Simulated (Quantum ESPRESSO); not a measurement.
# Sr(111), 5 layers: cutoff convergence, part 2 of 4

Aim: how far one choice must go before the vacuum level and the energy of Sr(111), 5 layers stand still, and what it costs.

Quantum ESPRESSO 7.5; plane-wave DFT, PBE, GBRV ultrasoft pseudopotentials.

So far. Step 2 (Ground state: ecutwfc 60 Ry, ecutrho 300 Ry): Inside the slab this potential holds the local part of the pseudopotentials, which can be repulsive at the nuclei; only its value in the vacuum has a meaning of its own.

### Step 3. Self-consistent run: ecutwfc 50 Ry, ecutrho 250 Ry

c1.in

```
&control
  prefix = 'c1'
  outdir = './out'
  pseudo_dir = './pseudo'
  calculation = 'scf'
  tprnfor = .true.
/
&system
  ibrav = 0
  nat = 5
  ntyp = 1
  ecutwfc = 50
  ecutrho = 250
  occupations = 'smearing'
  smearing = 'mv'
  degauss = 0.02
  assume_isolated = 'esm'
  esm_bc = 'bc1'
/
&electrons
  conv_thr = 1e-07
  mixing_beta = 0.4
  electron_maxstep = 120
  mixing_mode = 'local-TF'
/
ATOMIC_SPECIES
  Sr  87.6200  sr_pbe_v1.uspp.F.UPF
CELL_PARAMETERS angstrom
  4.29920922961421 0.00000000000000 0.00000000000000
  2.14960461480710 3.72322440903043 0.00000000000000
  0.00000000000000 0.00000000000000 30.04115854669170
ATOMIC_POSITIONS crystal
  Sr  0.666666666700 0.666666666700 -0.233698685836
  Sr  0.000000000000 0.000000000000 -0.116849342918
  Sr  0.333333333300 0.333333333300 0.000000000000
  Sr  0.666666666700 0.666666666700 0.116849342918
  Sr  0.000000000000 0.000000000000 0.233698685836
K_POINTS automatic
  6 6 1 0 0 0
```

On the command line:

```
OMP_NUM_THREADS=1 mpirun -n 4 pw.x -nk 2 -in c1.in > c1.out
```

What it wrote:

```text
[banner, memory and clock lines left out]
Program PWSCF v.7.5 starts
[...]
Message from routine setup:
[...]
number of electrons       =        50.00
     number of Kohn-Sham states=           30
     kinetic-energy cutoff     =      50.0000  Ry
     charge density cutoff     =     250.0000  Ry
[...]
number of k points=     7  Marzari-Vanderbilt smearing, width (Ry)=  0.0200
[...]
Dense  grid:   216819 G-vectors     FFT dimensions: (  45,  45, 288)
[...]
negative rho (up, down):  3.210E-01 0.000E+00
     Starting wfcs are   65 randomized atomic wfcs
[...]
negative rho (up, down):  3.216E-01 0.000E+00
[...]
estimated scf accuracy    <       0.73347584 Ry
[...]
negative rho (up, down):  3.245E-01 0.000E+00
[...]
estimated scf accuracy    <       0.42520697 Ry
[...]
negative rho (up, down):  3.275E-01 0.000E+00
[...]
estimated scf accuracy    <       0.03154758 Ry
[...]
negative rho (up, down):  3.276E-01 0.000E+00
[...]
estimated scf accuracy    <       0.03732001 Ry
[...]
negative rho (up, down):  3.291E-01 0.000E+00
[...]
estimated scf accuracy    <       0.02179475 Ry
[...]
negative rho (up, down):  3.335E-01 0.000E+00
[...]
estimated scf accuracy    <       0.00725325 Ry
[...]
negative rho (up, down):  3.327E-01 0.000E+00
[...]
estimated scf accuracy    <       0.00139378 Ry
[...]
negative rho (up, down):  3.324E-01 0.000E+00
[...]
estimated scf accuracy    <       0.00155332 Ry
[...]
negative rho (up, down):  3.326E-01 0.000E+00
[...]
estimated scf accuracy    <       0.00141441 Ry
[...]
negative rho (up, down):  3.318E-01 0.000E+00
[...]
estimated scf accuracy    <       0.00394337 Ry
[...]
negative rho (up, down):  3.323E-01 0.000E+00
[...]
estimated scf accuracy    <       0.00107771 Ry
[...]
negative rho (up, down):  3.323E-01 0.000E+00
[...]
estimated scf accuracy    <       0.00007470 Ry
[...]
negative rho (up, down):  3.323E-01 0.000E+00
[...]
estimated scf accuracy    <       0.00038064 Ry
[...]
negative rho (up, down):  3.323E-01 0.000E+00
[...]
estimated scf accuracy    <       0.00058041 Ry
[...]
negative rho (up, down):  3.326E-01 0.000E+00
[...]
estimated scf accuracy    <       0.00067104 Ry
[...]
negative rho (up, down):  3.326E-01 0.000E+00
[...]
estimated scf accuracy    <       0.00014568 Ry
[...]
negative rho (up, down):  3.322E-01 0.000E+00
[...]
estimated scf accuracy    <       0.00001346 Ry
[...]
negative rho (up, down):  3.323E-01 0.000E+00
[...]
estimated scf accuracy    <       0.00001301 Ry
[...]
negative rho (up, down):  3.323E-01 0.000E+00
[...]
estimated scf accuracy    <       0.00000723 Ry
[...]
negative rho (up, down):  3.323E-01 0.000E+00
[...]
estimated scf accuracy    <       0.00000215 Ry
[...]
negative rho (up, down):  3.323E-01 0.000E+00
[...]
estimated scf accuracy    <       0.00000614 Ry
[...]
negative rho (up, down):  3.323E-01 0.000E+00
[...]
estimated scf accuracy    <       0.00000842 Ry
[...]
negative rho (up, down):  3.323E-01 0.000E+00
[...]
estimated scf accuracy    <       0.00002467 Ry
[...]
negative rho (up, down):  3.323E-01 0.000E+00
[...]
estimated scf accuracy    <       0.00003858 Ry
[...]
negative rho (up, down):  3.323E-01 0.000E+00
[...]
estimated scf accuracy    <       0.00002028 Ry
[...]
negative rho (up, down):  3.323E-01 0.000E+00
[...]
estimated scf accuracy    <       0.00001327 Ry
[...]
negative rho (up, down):  3.323E-01 0.000E+00
[...]
estimated scf accuracy    <       0.00000334 Ry
[...]
negative rho (up, down):  3.323E-01 0.000E+00
[...]
estimated scf accuracy    <       0.00000342 Ry
[...]
negative rho (up, down):  3.322E-01 0.000E+00
[...]
estimated scf accuracy    <       0.00000111 Ry
[...]
negative rho (up, down):  3.323E-01 0.000E+00
[...]
the Fermi energy is    -2.6864 ev
!    total energy              =    -350.67615166 Ry
     estimated scf accuracy    <       0.00000007 Ry
     smearing contrib. (-TS)   =      -0.00533957 Ry
     internal energy E=F+TS    =    -350.67081209 Ry
[...]
one-electron contribution =    5852.58891062 Ry
     hartree contribution      =   -2936.03903784 Ry
     xc contribution           =     -90.53561603 Ry
     ewald contribution        =   -3176.68506884 Ry
     convergence has been achieved in  30 iterations
     negative rho (up, down):  3.323E-01 0.000E+00
[...]
Total force =     0.003379     Total SCF correction =     0.000802
[...]
```

The job ended after 2.3 min (4 MPI ranks of Intel Xeon Platinum 8488C (Sapphire Rapids), shared host; peak memory 1.2 GiB; 9.2 min of CPU time).

Numbers from this step:

```
free energy                                                    : -4771.1921 eV
Fermi energy                                                   : -2.686 eV
vacuum line at the lower end of the cell, over the Fermi level : 2.686 eV
vacuum line at the upper end of the cell, over the Fermi level : 2.686 eV
```

The program's own clock; routines nest. Time by routine:

```csv
routine,wall time (s),calls
PWSCF,136.9,1
electrons,133.4,1
c_bands,87.47,30
cegterg,68.9,120
h_psi,55.1,1033
vloc_psi,47.61,1033
fftw,46.79,25894
mix_rho,18.05,30
sum_band,17.3,30
ffts,8.06,2736
newd,6.75,31
calbec,4.88,1169
h_psi:calbec,3.86,1033
v_of_rho,3.71,31
```

Counted from each run's own zero (the Fermi level), the vacuum level differs from the first run's by +4 meV.

### Step 4. Ground state: ecutwfc 40 Ry, ecutrho 200 Ry

c2.in is the input of step 3 with these lines changed:

```diff
@@ -1,3 +1,3 @@
 &control
-  prefix = 'c1'
+  prefix = 'c2'
   outdir = './out'
@@ -11,4 +11,4 @@
   ntyp = 1
-  ecutwfc = 50
-  ecutrho = 250
+  ecutwfc = 40
+  ecutrho = 200
   occupations = 'smearing'
```

On the command line:

```
OMP_NUM_THREADS=1 mpirun -n 4 pw.x -nk 2 -in c2.in > c2.out
```

What it wrote:

```text
[banner, memory and clock lines left out]
Program PWSCF v.7.5 starts
[...]
Message from routine setup:
[...]
number of electrons       =        50.00
     number of Kohn-Sham states=           30
     kinetic-energy cutoff     =      40.0000  Ry
     charge density cutoff     =     200.0000  Ry
[...]
number of k points=     7  Marzari-Vanderbilt smearing, width (Ry)=  0.0200
[...]
Dense  grid:   155067 G-vectors     FFT dimensions: (  45,  45, 256)
[...]
negative rho (up, down):  3.207E-01 0.000E+00
     Starting wfcs are   65 randomized atomic wfcs
[...]
negative rho (up, down):  3.221E-01 0.000E+00
[...]
estimated scf accuracy    <       0.73108168 Ry
[...]
negative rho (up, down):  3.257E-01 0.000E+00
[...]
estimated scf accuracy    <       0.43010710 Ry
[...]
negative rho (up, down):  3.285E-01 0.000E+00
[...]
estimated scf accuracy    <       0.03135689 Ry
[...]
negative rho (up, down):  3.286E-01 0.000E+00
[...]
estimated scf accuracy    <       0.03032692 Ry
[...]
negative rho (up, down):  3.299E-01 0.000E+00
[...]
estimated scf accuracy    <       0.01945403 Ry
[...]
negative rho (up, down):  3.344E-01 0.000E+00
[...]
estimated scf accuracy    <       0.00789961 Ry
[...]
negative rho (up, down):  3.333E-01 0.000E+00
[...]
estimated scf accuracy    <       0.00108181 Ry
[...]
negative rho (up, down):  3.330E-01 0.000E+00
[...]
estimated scf accuracy    <       0.00217125 Ry
[...]
negative rho (up, down):  3.339E-01 0.000E+00
[...]
estimated scf accuracy    <       0.00154191 Ry
[...]
negative rho (up, down):  3.331E-01 0.000E+00
[...]
estimated scf accuracy    <       0.00667963 Ry
[...]
negative rho (up, down):  3.334E-01 0.000E+00
[...]
estimated scf accuracy    <       0.00372661 Ry
[...]
negative rho (up, down):  3.334E-01 0.000E+00
[...]
estimated scf accuracy    <       0.00100051 Ry
[...]
negative rho (up, down):  3.333E-01 0.000E+00
[...]
estimated scf accuracy    <       0.00014917 Ry
[...]
negative rho (up, down):  3.331E-01 0.000E+00
[...]
estimated scf accuracy    <       0.00010197 Ry
[...]
negative rho (up, down):  3.336E-01 0.000E+00
[...]
estimated scf accuracy    <       0.00045778 Ry
[...]
negative rho (up, down):  3.336E-01 0.000E+00
[...]
estimated scf accuracy    <       0.00166071 Ry
[...]
negative rho (up, down):  3.334E-01 0.000E+00
[...]
estimated scf accuracy    <       0.00090568 Ry
[...]
negative rho (up, down):  3.330E-01 0.000E+00
[...]
estimated scf accuracy    <       0.00086194 Ry
[...]
negative rho (up, down):  3.329E-01 0.000E+00
[...]
estimated scf accuracy    <       0.00080386 Ry
[...]
negative rho (up, down):  3.331E-01 0.000E+00
[...]
estimated scf accuracy    <       0.00063770 Ry
[...]
negative rho (up, down):  3.332E-01 0.000E+00
[...]
estimated scf accuracy    <       0.00088868 Ry
[...]
negative rho (up, down):  3.330E-01 0.000E+00
[...]
estimated scf accuracy    <       0.00058183 Ry
[...]
negative rho (up, down):  3.332E-01 0.000E+00
[...]
estimated scf accuracy    <       0.00003087 Ry
[...]
negative rho (up, down):  3.332E-01 0.000E+00
[...]
estimated scf accuracy    <       0.00001709 Ry
[...]
negative rho (up, down):  3.332E-01 0.000E+00
[...]
estimated scf accuracy    <       0.00000652 Ry
[...]
negative rho (up, down):  3.333E-01 0.000E+00
[...]
estimated scf accuracy    <       0.00000308 Ry
[...]
negative rho (up, down):  3.332E-01 0.000E+00
[...]
estimated scf accuracy    <       0.00000061 Ry
[...]
negative rho (up, down):  3.332E-01 0.000E+00
[...]
estimated scf accuracy    <       0.00000027 Ry
[...]
negative rho (up, down):  3.332E-01 0.000E+00
[...]
estimated scf accuracy    <       0.00000014 Ry
[...]
negative rho (up, down):  3.332E-01 0.000E+00
[...]
the Fermi energy is    -2.6806 ev
!    total energy              =    -350.67576988 Ry
     estimated scf accuracy    <       0.00000005 Ry
     smearing contrib. (-TS)   =      -0.00533762 Ry
     internal energy E=F+TS    =    -350.67043226 Ry
[...]
one-electron contribution =    5852.58239696 Ry
     hartree contribution      =   -2936.03242079 Ry
     xc contribution           =     -90.53533958 Ry
     ewald contribution        =   -3176.68506884 Ry
     convergence has been achieved in  30 iterations
     negative rho (up, down):  3.332E-01 0.000E+00
[...]
Total force =     0.004005     Total SCF correction =     0.000331
[...]
```

It took 82 s on 4 MPI ranks; peak memory 0.89 GiB.

Read from the output:

* free energy: -4771.1869 eV
* Fermi energy: -2.681 eV
* vacuum line at the lower end of the cell, over the Fermi level: 2.681 eV
* vacuum line at the upper end of the cell, over the Fermi level: 2.681 eV

The program's own clock; routines nest. Time by routine:

```csv
routine,wall time (s),calls
PWSCF,81.01,1
electrons,77.91,1
c_bands,49.31,30
cegterg,39.28,120
h_psi,29.52,1059
vloc_psi,24.32,1059
fftw,23.51,25078
mix_rho,10.73,30
sum_band,9.95,30
newd,4.7,31
ffts,4.7,2830
calbec,3.43,1195
v_of_rho,3.12,31
h_psi:calbec,2.71,1059
```

Counted from each run's own zero (the Fermi level), the vacuum level differs from the first run's by -2 meV.

### Step 5. Ground state: ecutwfc 34 Ry, ecutrho 170 Ry

c3.in is the input of step 4 with these lines changed:

```diff
@@ -1,3 +1,3 @@
 &control
-  prefix = 'c2'
+  prefix = 'c3'
   outdir = './out'
@@ -11,4 +11,4 @@
   ntyp = 1
-  ecutwfc = 40
-  ecutrho = 200
+  ecutwfc = 34
+  ecutrho = 170
   occupations = 'smearing'
```

On the command line:

```
OMP_NUM_THREADS=1 mpirun -n 4 pw.x -nk 2 -in c3.in > c3.out
```

What it wrote:

```text
[banner, memory and clock lines left out]
Program PWSCF v.7.5 starts
[...]
Message from routine setup:
[...]
number of electrons       =        50.00
     number of Kohn-Sham states=           30
     kinetic-energy cutoff     =      34.0000  Ry
     charge density cutoff     =     170.0000  Ry
[...]
number of k points=     7  Marzari-Vanderbilt smearing, width (Ry)=  0.0200
[...]
Dense  grid:   121447 G-vectors     FFT dimensions: (  36,  36, 240)
[...]
negative rho (up, down):  3.109E-01 0.000E+00
     Starting wfcs are   65 randomized atomic wfcs
[...]
negative rho (up, down):  3.133E-01 0.000E+00
[...]
estimated scf accuracy    <       0.73802460 Ry
[...]
negative rho (up, down):  3.182E-01 0.000E+00
[...]
estimated scf accuracy    <       0.43268324 Ry
[...]
negative rho (up, down):  3.212E-01 0.000E+00
[...]
estimated scf accuracy    <       0.03144802 Ry
[...]
negative rho (up, down):  3.211E-01 0.000E+00
[...]
estimated scf accuracy    <       0.03714630 Ry
[...]
negative rho (up, down):  3.223E-01 0.000E+00
[...]
estimated scf accuracy    <       0.02176937 Ry
[...]
negative rho (up, down):  3.274E-01 0.000E+00
[...]
estimated scf accuracy    <       0.00918819 Ry
[...]
negative rho (up, down):  3.259E-01 0.000E+00
[...]
estimated scf accuracy    <       0.00121997 Ry
[...]
negative rho (up, down):  3.256E-01 0.000E+00
[...]
estimated scf accuracy    <       0.00407223 Ry
[...]
negative rho (up, down):  3.261E-01 0.000E+00
[...]
estimated scf accuracy    <       0.00268251 Ry
[...]
negative rho (up, down):  3.256E-01 0.000E+00
[...]
estimated scf accuracy    <       0.00432650 Ry
[...]
negative rho (up, down):  3.255E-01 0.000E+00
[...]
estimated scf accuracy    <       0.00349050 Ry
[...]
negative rho (up, down):  3.259E-01 0.000E+00
[...]
estimated scf accuracy    <       0.00028071 Ry
[...]
negative rho (up, down):  3.259E-01 0.000E+00
[...]
estimated scf accuracy    <       0.00035201 Ry
[...]
negative rho (up, down):  3.259E-01 0.000E+00
[...]
estimated scf accuracy    <       0.00021930 Ry
[...]
negative rho (up, down):  3.259E-01 0.000E+00
[...]
estimated scf accuracy    <       0.00028212 Ry
[...]
negative rho (up, down):  3.258E-01 0.000E+00
[...]
estimated scf accuracy    <       0.00018628 Ry
[...]
negative rho (up, down):  3.264E-01 0.000E+00
[...]
estimated scf accuracy    <       0.00047057 Ry
[...]
negative rho (up, down):  3.264E-01 0.000E+00
[...]
estimated scf accuracy    <       0.00000963 Ry
[...]
negative rho (up, down):  3.263E-01 0.000E+00
[...]
estimated scf accuracy    <       0.00000571 Ry
[...]
negative rho (up, down):  3.263E-01 0.000E+00
[...]
estimated scf accuracy    <       0.00000677 Ry
[...]
negative rho (up, down):  3.263E-01 0.000E+00
[...]
estimated scf accuracy    <       0.00000588 Ry
[...]
negative rho (up, down):  3.261E-01 0.000E+00
[...]
estimated scf accuracy    <       0.00000702 Ry
[...]
negative rho (up, down):  3.259E-01 0.000E+00
[...]
estimated scf accuracy    <       0.00000592 Ry
[...]
negative rho (up, down):  3.260E-01 0.000E+00
[...]
estimated scf accuracy    <       0.00000400 Ry
[...]
negative rho (up, down):  3.260E-01 0.000E+00
[...]
estimated scf accuracy    <       0.00000074 Ry
[...]
negative rho (up, down):  3.261E-01 0.000E+00
[...]
estimated scf accuracy    <       0.00000098 Ry
[...]
negative rho (up, down):  3.260E-01 0.000E+00
[...]
estimated scf accuracy    <       0.00000052 Ry
[...]
negative rho (up, down):  3.260E-01 0.000E+00
[...]
estimated scf accuracy    <       0.00000017 Ry
[...]
negative rho (up, down):  3.260E-01 0.000E+00
[...]
the Fermi energy is    -2.6855 ev
!    total energy              =    -350.67493558 Ry
     estimated scf accuracy    <       0.00000004 Ry
     smearing contrib. (-TS)   =      -0.00534253 Ry
     internal energy E=F+TS    =    -350.66959305 Ry
[...]
one-electron contribution =    5852.61758662 Ry
     hartree contribution      =   -2936.06740682 Ry
     xc contribution           =     -90.53470401 Ry
     ewald contribution        =   -3176.68506884 Ry
     convergence has been achieved in  29 iterations
     negative rho (up, down):  3.260E-01 0.000E+00
[...]
Total force =     0.004315     Total SCF correction =     0.000283
[...]
```

The job ended after 62 s (4 MPI ranks; peak memory 0.46 GiB).

This step gave:

```
free energy                                                    : -4771.1756 eV
Fermi energy                                                   : -2.686 eV
vacuum line at the lower end of the cell, over the Fermi level : 2.685 eV
vacuum line at the upper end of the cell, over the Fermi level : 2.685 eV
```

The program's own clock; routines nest. Time by routine:

| routine | wall time (s) | calls |
| --- | --- | --- |
| PWSCF | 61.59 | 1 |
| electrons | 59.07 | 1 |
| c_bands | 37.56 | 29 |
| cegterg | 30.65 | 116 |
| h_psi | 23.76 | 854 |
| vloc_psi | 20.02 | 854 |
| fftw | 19.37 | 23822 |
| mix_rho | 8.41 | 29 |
| sum_band | 7.91 | 29 |
| ffts | 3.55 | 2649 |
| newd | 3.45 | 30 |
| calbec | 2.52 | 986 |
| init_run | 2.05 | 1 |
| h_psi:calbec | 1.96 | 854 |

Counted from each run's own zero (the Fermi level), the vacuum level differs from the first run's by +3 meV.

(Part 2 of 4 ends here.)

[Logs are printed without paths, hosts, clocks, repeated set-up lines and the standing remarks that a program may print on its own settings, such as how far it seeks lower states.]

[Hosts, paths, dates, database ids (printed as entryN), source tags and the programs' standing remarks are cut or masked in the printed files.]

[Maps of the electrostatic potential energy from Ansatz leave out the sawtooth potential of an applied field or a dipole correction, so their vacuum need not be flat; planar profiles and work functions include it.]
